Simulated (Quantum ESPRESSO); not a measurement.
# KVF3 with and without spin polarisation, part 2 of 2

Aim: the moments that KVF3 holds when they start parallel.

Quantum ESPRESSO 7.5; PBEsol with U = 3.2 eV on V d (ortho-atomic projectors); plane waves with GBRV 1.5 PBEsol potentials, no spin-orbit coupling.

So far, absolute magnetization (μB): step 2 (run 1, typed as ferro +) 3.06.

**4. The states side by side**

An order is kept where moments of 0.15 μB or more survive with the typed signs; meshes match where a doubled cell samples the same k points as the first cell.

Orders:

```csv
start,final state,typed order kept,energy over the lowest (meV a seeded atom),largest site moment (μB),net moment (μB a cell of the first run),mesh matched,CPU time (s)
ferro +,ferromagnetic,yes,0,2.229,3,yes,41.43
no spin polarisation,non-magnetic,-,3431,0,0,yes,23.27
```

**5. The lowest state again, with its states saved**

pw.in

```
&CONTROL
  calculation = 'scf'
  prefix = 'pwscf'
  outdir = './tmp'
  pseudo_dir = './pseudo'
  disk_io = 'low'
/
&SYSTEM
  ibrav = 0
  celldm(1) = 8
  nat = 5
  ntyp = 3
  ecutwfc = 40
  ecutrho = 280
  nbnd = 36
  occupations = 'smearing'
  smearing = 'fd'
  degauss = 0.00734986
  nspin = 2
  starting_magnetization(1) = 0
  starting_magnetization(2) = 0.1538
  starting_magnetization(3) = 0
/
&ELECTRONS
  conv_thr = 1d-08
  electron_maxstep = 150
  mixing_beta = 0.3
/
ATOMIC_SPECIES
K      39.0983 k_pbesol_v1.4.uspp.F.UPF
V      50.9415 v_pbesol_v1.4.uspp.F.UPF
F      18.9984 f_pbesol_v1.4.uspp.F.UPF
CELL_PARAMETERS alat
   0.9758073276036    0.0000000000000    0.0000000000000
   0.0000000000000    0.9758073276036    0.0000000000000
   0.0000000000000    0.0000000000000    0.9758073276036
ATOMIC_POSITIONS crystal
K       0.0000000000    0.0000000000    0.0000000000
V       0.5000000000    0.5000000000    0.5000000000
F       0.5000000000    0.5000000000    0.0000000000
F       0.0000000000    0.5000000000    0.5000000000
F       0.5000000000    0.0000000000    0.5000000000
K_POINTS automatic
6 6 6 0 0 0
HUBBARD {ortho-atomic}
U V-3d 3.2000
```

On the command line:

```sh
> OMP_NUM_THREADS=1 mpirun -n 2 pw.x -nk 2 -in pw.in > pw.out
```

The log of the run:

```text
     [... lines left out ...]
Program PWSCF v.7.5 starts
     [... lines left out ...]
     number of atoms/cell      =            5
     [... lines left out ...]
     number of electrons       =        43.00
     number of Kohn-Sham states=           36
     kinetic-energy cutoff     =      40.0000  Ry
     charge density cutoff     =     280.0000  Ry
     scf convergence threshold =      1.0E-08
     [... lines left out ...]
     48 Sym. Ops., with inversion, found
     [... lines left out ...]
     number of k points=    20  Fermi-Dirac smearing, width (Ry)=  0.0073
     [... lines left out ...]
     iteration # 11     ecut=    40.00 Ry     beta= 0.30
     [... lines left out ...]
     Magnetic moment per site  (integrated on atomic sphere of radius R)
     atom   1 (R=0.285)  charge=  7.6852  magn=  0.0036
     atom   2 (R=0.201)  charge= 10.1278  magn=  2.2291
     atom   3 (R=0.201)  charge=  6.6427  magn=  0.0207
     atom   4 (R=0.201)  charge=  6.6427  magn=  0.0207
     atom   5 (R=0.201)  charge=  6.6427  magn=  0.0207
     [... lines left out ...]
     Tr[ns(  2)] (up, down, total) =   3.22428  0.30556  3.52984
     [... lines left out ...]
     the Fermi energy is     8.7962 ev
!    total energy              =    -347.85377327 Ry
     estimated scf accuracy    <          2.2E-10 Ry
     smearing contrib. (-TS)   =      -0.00000014 Ry
     [... lines left out ...]
     total magnetization       =     3.00 Bohr mag/cell
     absolute magnetization    =     3.06 Bohr mag/cell
     convergence has been achieved in  11 iterations
```

Wall time 22 s (2 MPI ranks of Arm Neoverse V2, shared host); peak memory 0.24 GiB; 44 s of CPU time.

Numbers from this step:

```yaml
smearing_term_ts: 1.89e-6 eV
magnetization: 3 μB
absolute_magnetization: 3.055 μB
final_state: ferromagnetic
largest_moment: 2.229 μB
```

**6. Löwdin moments**

projwfc.x projects the saved states on orthogonalised atomic orbitals of the pseudopotential files.

The log of the run:

```text
[banner, memory and clock lines left out]
Program PROJWFC v.7.5 starts

     [... lines left out ...]
     IMPORTANT: XC functional enforced from input :
     Exchange-correlation= PBESOL
                           (   1   4  10   8   0   0   0)
     Any further DFT definition will be discarded
     Please, verify this is what you really want

     G-vector sticks info

     Check: negative core charge=   -0.000001

     negative rho (up, down):  0.000E+00 3.640E-03

     Gaussian broadening (read from input): ngauss,degauss=   0    0.010000

     Calling projwave ....

  Problem Sizes
  natomwfc =           30
  nbnd     =           36
  nkstot   =           40
  npwx     =         2054
  nkb      =           60

     Atomic states used for projection
     (read from pseudopotential files):

     state #   1: atom   1 (K  ), wfc  1 (l=0 m= 1)
     state #   2: atom   1 (K  ), wfc  2 (l=1 m= 1)
     state #   3: atom   1 (K  ), wfc  2 (l=1 m= 2)
     state #   4: atom   1 (K  ), wfc  2 (l=1 m= 3)
     state #   5: atom   1 (K  ), wfc  3 (l=0 m= 1)
     state #   6: atom   1 (K  ), wfc  4 (l=1 m= 1)
     state #   7: atom   1 (K  ), wfc  4 (l=1 m= 2)
     state #   8: atom   1 (K  ), wfc  4 (l=1 m= 3)
     state #   9: atom   2 (V  ), wfc  1 (l=0 m= 1)
     state #  10: atom   2 (V  ), wfc  2 (l=1 m= 1)
     state #  11: atom   2 (V  ), wfc  2 (l=1 m= 2)
     state #  12: atom   2 (V  ), wfc  2 (l=1 m= 3)
     state #  13: atom   2 (V  ), wfc  3 (l=0 m= 1)
     state #  14: atom   2 (V  ), wfc  4 (l=2 m= 1)
     state #  15: atom   2 (V  ), wfc  4 (l=2 m= 2)
     state #  16: atom   2 (V  ), wfc  4 (l=2 m= 3)
     state #  17: atom   2 (V  ), wfc  4 (l=2 m= 4)
     state #  18: atom   2 (V  ), wfc  4 (l=2 m= 5)
     state #  19: atom   3 (F  ), wfc  1 (l=0 m= 1)
     state #  20: atom   3 (F  ), wfc  2 (l=1 m= 1)
     state #  21: atom   3 (F  ), wfc  2 (l=1 m= 2)
     state #  22: atom   3 (F  ), wfc  2 (l=1 m= 3)
     state #  23: atom   4 (F  ), wfc  1 (l=0 m= 1)
     state #  24: atom   4 (F  ), wfc  2 (l=1 m= 1)
     state #  25: atom   4 (F  ), wfc  2 (l=1 m= 2)
     state #  26: atom   4 (F  ), wfc  2 (l=1 m= 3)
     state #  27: atom   5 (F  ), wfc  1 (l=0 m= 1)
     state #  28: atom   5 (F  ), wfc  2 (l=1 m= 1)
     state #  29: atom   5 (F  ), wfc  2 (l=1 m= 2)
     state #  30: atom   5 (F  ), wfc  2 (l=1 m= 3)

 [... projections of the bands left out ...]

Lowdin Charges:

     Atom #   1: total charge =   8.6093, s =  2.0799, p =  6.5294, d =  0.0000,
                 spin up      =   4.3092, s =  1.0405,
                 spin up      =   4.3092, p =  3.2687, pz=  1.0896, px=  1.0896, py=  1.0896,
                 spin up      =   4.3092, d =  0.0000, dz2=  0.0000, dxz=  0.0000, dyz=  0.0000, dx2-y2=  0.0000, dxy=  0.0000,
                 spin down    =   4.3002, s =  1.0394,
                 spin down    =   4.3002, p =  3.2608, pz=  1.0869, px=  1.0869, py=  1.0869,
                 spin down    =   4.3002, d =  0.0000, dz2=  0.0000, dxz=  0.0000, dyz=  0.0000, dx2-y2=  0.0000, dxy=  0.0000,
                 polarization =   0.0090, s =  0.0011, p =  0.0079, d =  0.0000,
     Atom #   2: total charge =  11.7212, s =  2.2016, p =  5.9898, d =  3.5298,
                 spin up      =   7.3276, s =  1.1083,
                 spin up      =   7.3276, p =  2.9951, pz=  0.9984, px=  0.9984, py=  0.9984,
                 spin up      =   7.3276, d =  3.2243, dz2=  0.1171, dxz=  0.9967, dyz=  0.9967, dx2-y2=  0.1171, dxy=  0.9967,
                 spin down    =   4.3936, s =  1.0933,
                 spin down    =   4.3936, p =  2.9947, pz=  0.9982, px=  0.9982, py=  0.9982,
                 spin down    =   4.3936, d =  0.3056, dz2=  0.0982, dxz=  0.0364, dyz=  0.0364, dx2-y2=  0.0982, dxy=  0.0364,
                 polarization =   2.9340, s =  0.0150, p =  0.0003, d =  2.9187,
     Atom #   3: total charge =   7.5173, s =  1.8462, p =  5.6712, d =  0.0000,
                 spin up      =   3.7658, s =  0.9225,
                 spin up      =   3.7658, p =  2.8432, pz=  0.8994, px=  0.9719, py=  0.9719,
                 spin up      =   3.7658, d =  0.0000, dz2=  0.0000, dxz=  0.0000, dyz=  0.0000, dx2-y2=  0.0000, dxy=  0.0000,
                 spin down    =   3.7516, s =  0.9236,
                 spin down    =   3.7516, p =  2.8279, pz=  0.9178, px=  0.9551, py=  0.9551,
                 spin down    =   3.7516, d =  0.0000, dz2=  0.0000, dxz=  0.0000, dyz=  0.0000, dx2-y2=  0.0000, dxy=  0.0000,
                 polarization =   0.0142, s = -0.0011, p =  0.0153, d =  0.0000,
     Atom #   4: total charge =   7.5173, s =  1.8462, p =  5.6712, d =  0.0000,
                 spin up      =   3.7658, s =  0.9225,
                 spin up      =   3.7658, p =  2.8432, pz=  0.9719, px=  0.8994, py=  0.9719,
                 spin up      =   3.7658, d =  0.0000, dz2=  0.0000, dxz=  0.0000, dyz=  0.0000, dx2-y2=  0.0000, dxy=  0.0000,
                 spin down    =   3.7516, s =  0.9236,
                 spin down    =   3.7516, p =  2.8279, pz=  0.9551, px=  0.9178, py=  0.9551,
                 spin down    =   3.7516, d =  0.0000, dz2=  0.0000, dxz=  0.0000, dyz=  0.0000, dx2-y2=  0.0000, dxy=  0.0000,
                 polarization =   0.0142, s = -0.0011, p =  0.0153, d =  0.0000,
     Atom #   5: total charge =   7.5173, s =  1.8462, p =  5.6712, d =  0.0000,
                 spin up      =   3.7658, s =  0.9225,
                 spin up      =   3.7658, p =  2.8432, pz=  0.9719, px=  0.9719, py=  0.8994,
                 spin up      =   3.7658, d =  0.0000, dz2=  0.0000, dxz=  0.0000, dyz=  0.0000, dx2-y2=  0.0000, dxy=  0.0000,
                 spin down    =   3.7516, s =  0.9236,
                 spin down    =   3.7516, p =  2.8279, pz=  0.9551, px=  0.9551, py=  0.9178,
                 spin down    =   3.7516, d =  0.0000, dz2=  0.0000, dxz=  0.0000, dyz=  0.0000, dx2-y2=  0.0000, dxy=  0.0000,
                 polarization =   0.0142, s = -0.0011, p =  0.0153, d =  0.0000,
     Spilling Parameter:   0.0027
```

The job ended after 1.5 s (2 MPI ranks; peak memory 0.1 GiB).

```csv
atom,moment in the sphere (μB),Löwdin moment (μB),Löwdin charge (e)
K1,0.004,0.009,8.609
V2,2.229,2.934,11.721
F3,0.021,0.014,7.517
F4,0.021,0.014,7.517
F5,0.021,0.014,7.517
```

**7. Occupations of the corrected shells in the lowest state**

Occupations of the Hubbard shells:

```csv
block,type,shell,spin,electrons,occupation numbers
2,V,3d,up,3.224,0.117 0.117 0.997 0.997 0.997
2,V,3d,down,0.3056,0.036 0.036 0.036 0.098 0.098
```

**8. Outcome**

| Property | Result |
| --- | --- |
| state found | ferromagnetic (from ferro +) |
| largest site moment | 2.23 μB |
| state without moments (under the same U) | 3431 meV a seeded atom higher |

Under a U the spinless run pays the Hubbard penalty of a partly filled shell, so its energy overstates what forming the moments gains. The largest moment reads 2.23 μB in the sphere and 2.93 μB by Löwdin projection; a site moment hangs on how space is shared out. No opposed start was run, so this says nothing of the order that the crystal takes. Energies are free energies at an electronic temperature of 1160 K, which lowers moments and differences where the moments are itinerant. In another run degenerate orbitals of a corrected shell are partly filled, so under the U its energy may be too high.

[Logs and program files are shortened in this print: banners, set-up blocks, solver, clock and traceback lines can be left out without a mark of their own.]

[Logs are printed without paths, hosts, clocks, repeated set-up lines and the standing remarks that a program may print on its own settings, such as how far it seeks lower states.]

[Hosts, paths, dates, database ids (printed as entryN), source tags and the programs' standing remarks are cut or masked in the printed files.]

[Where a cell is said to come from a database of computed structures, the database is the Materials Project.]
